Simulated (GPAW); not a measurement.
Consider KCrF3 (C2/m).

```cif
data_structure
_symmetry_space_group_name_H-M 'P 1'
_symmetry_Int_Tables_number 1
_cell_length_a 5.8558
_cell_length_b 5.8558
_cell_length_c 5.8264
_cell_angle_alpha 117.740
_cell_angle_beta 117.740
_cell_angle_gamma 94.145
_cell_volume 145.47
loop_
_atom_site_label
_atom_site_type_symbol
_atom_site_fract_x
_atom_site_fract_y
_atom_site_fract_z
_atom_site_occupancy
Cr1 Cr 0.50000 0.50000 0.50000 1
Cr2 Cr 0.00000 0.00000 0.50000 1
K3 K 0.74840 0.25160 0.00000 1
K4 K 0.25160 0.74840 0.00000 1
F5 F 0.72000 0.72000 0.44200 1
F6 F 0.28000 0.28000 0.55800 1
F7 F 0.26950 0.73050 0.50000 1
F8 F 0.73050 0.26950 0.50000 1
F9 F 0.20200 0.20200 0.96300 1
F10 F 0.79800 0.79800 0.03700 1
```

Absorber: atom 9, with 1 Cr at 1.98 Å and 1 Cr at 2.30 Å (bent, 167°, site symmetry m). Method: GPAW, LDA + U (Cr 3 eV), full core hole (charged cell), 10-atom cell with 5.8 Å between holes, 4×4×4 k points, dipole transitions, Gaussian full width 0.9 eV up to 4 eV, rising linearly to 3.5 eV at 25 eV.

Question: Where do the maxima of the F K edge fall?

Main maxima up to 24 eV above the zero (height): 0.5 eV (0.41), 4.1 eV (2.15), 8.3 eV (1.25) and 16.6 eV (1.05). A K edge sees empty p states; the first features are F p mixed into the empty d states of the Cr neighbours, and the broad ones above probably into the cations' higher empty bands. The total-energy difference plus the lowest empty eigenvalue puts the zero at 679.99 eV. The functional and the charged cell's background leave an error in such absolute values: in the free atom LDA prices this hole 4.7 eV below PBE (computed apart), and PBE is itself good to a few eV.

The F K spectrum (energy from the lowest empty level; intensity scaled to a mean of 1 over the first 20 eV; polarised curves are means over the symmetry-equivalent atoms):

```tsv
E (eV)	isotropic	ε ∥ x	ε ∥ y	ε ∥ z
-2.0	0.00	0.00	0.00	0.00
-1.5	0.00	0.00	0.00	0.00
-1.0	0.00	0.00	0.00	0.00
-0.5	0.03	0.00	0.00	0.09
0.0	0.22	0.02	0.01	0.62
0.5	0.41	0.07	0.05	1.12
1.0	0.36	0.16	0.13	0.80
1.5	0.53	0.57	0.46	0.57
2.0	1.12	1.28	1.43	0.66
2.5	1.50	1.25	1.88	1.37
3.0	1.60	1.12	1.38	2.31
3.5	1.80	1.25	1.28	2.88
4.0	2.14	1.71	1.70	3.00
4.5	2.00	2.04	1.79	2.17
5.0	1.72	1.99	1.73	1.43
5.5	1.53	1.67	1.73	1.19
6.0	1.39	1.26	1.59	1.31
6.5	1.24	1.07	1.28	1.38
7.0	1.12	0.93	0.91	1.53
7.5	1.15	0.81	0.72	1.90
8.0	1.24	0.79	0.77	2.15
8.5	1.24	0.76	0.87	2.07
9.0	1.14	0.77	0.88	1.77
9.5	1.00	0.85	0.79	1.36
10.0	0.87	0.94	0.65	1.00
10.5	0.72	0.92	0.48	0.77
11.0	0.57	0.76	0.33	0.63
11.5	0.46	0.57	0.24	0.57
12.0	0.41	0.46	0.22	0.55
12.5	0.41	0.44	0.27	0.53
13.0	0.45	0.49	0.37	0.49
13.5	0.52	0.57	0.55	0.43
14.0	0.61	0.66	0.79	0.38
14.5	0.72	0.75	1.06	0.34
15.0	0.83	0.86	1.29	0.35
15.5	0.94	0.98	1.45	0.38
16.0	1.02	1.12	1.50	0.43
16.5	1.05	1.23	1.44	0.48
17.0	1.04	1.29	1.31	0.52
17.5	1.00	1.31	1.14	0.54
18.0	0.94	1.30	0.98	0.54
18.5	0.89	1.27	0.85	0.55
19.0	0.85	1.23	0.77	0.55
19.5	0.83	1.18	0.76	0.56
20.0	0.84	1.11	0.82	0.58
20.5	0.87	1.05	0.92	0.64
21.0	0.92	1.01	1.04	0.72
21.5	1.00	1.00	1.16	0.83
22.0	1.07	1.01	1.25	0.95
22.5	1.14	1.03	1.32	1.08
23.0	1.20	1.05	1.36	1.20
23.5	1.25	1.08	1.39	1.30
24.0	1.29	1.09	1.40	1.38
24.5	1.30	1.08	1.40	1.43
25.0	1.30	1.06	1.38	1.45
25.5	1.27	1.03	1.33	1.46
26.0	1.23	0.98	1.26	1.45
26.5	1.19	0.93	1.18	1.45
27.0	1.15	0.88	1.09	1.46
27.5	1.11	0.85	1.02	1.47
28.0	1.09	0.84	0.96	1.48
28.5	1.08	0.84	0.91	1.50
29.0	1.08	0.85	0.88	1.50
29.5	1.07	0.87	0.85	1.48
30.0	1.06	0.90	0.82	1.45
30.5	1.04	0.93	0.80	1.41
31.0	1.03	0.96	0.78	1.36
```

The hole lies in one spin channel, while the script sums the empty states of both and takes the lower zero; where the two channels are split, this blurs and shifts the curve. The crystal has 3 inequivalent F sites and not all are shown here, while a measurement adds them all. The spins start ferromagnetically in a simple order, which needn't be the measured one; gap and edge can depend on it. The holes are only 5.8 Å apart, so the shape is probably not converged with cell size; no larger cell was run here. The mesh is coarse (0.37 Å⁻¹ between points), so small maxima may be mesh ripples. The structure is a published determination, not relaxed.

[Banner, clock and machine lines of the logs are left out without a mark of their own.]

[Logs are printed without paths, hosts, clocks, repeated set-up lines and the standing remarks that a program may print on its own settings, such as how far it seeks lower states.]

[Hosts, paths, dates, database ids (printed as entryN), source tags and the programs' standing remarks are cut or masked in the printed files.]

[Lists of maxima count a maximum above −3 eV only where it reaches 4 % of the highest in the window and stands out from its surroundings by 2 % of it (1.5 % where it reaches 55 %); shoulders and weaker maxima are passed over, and of the rest the first, up to two pre-edge ones and the few strongest are named.]
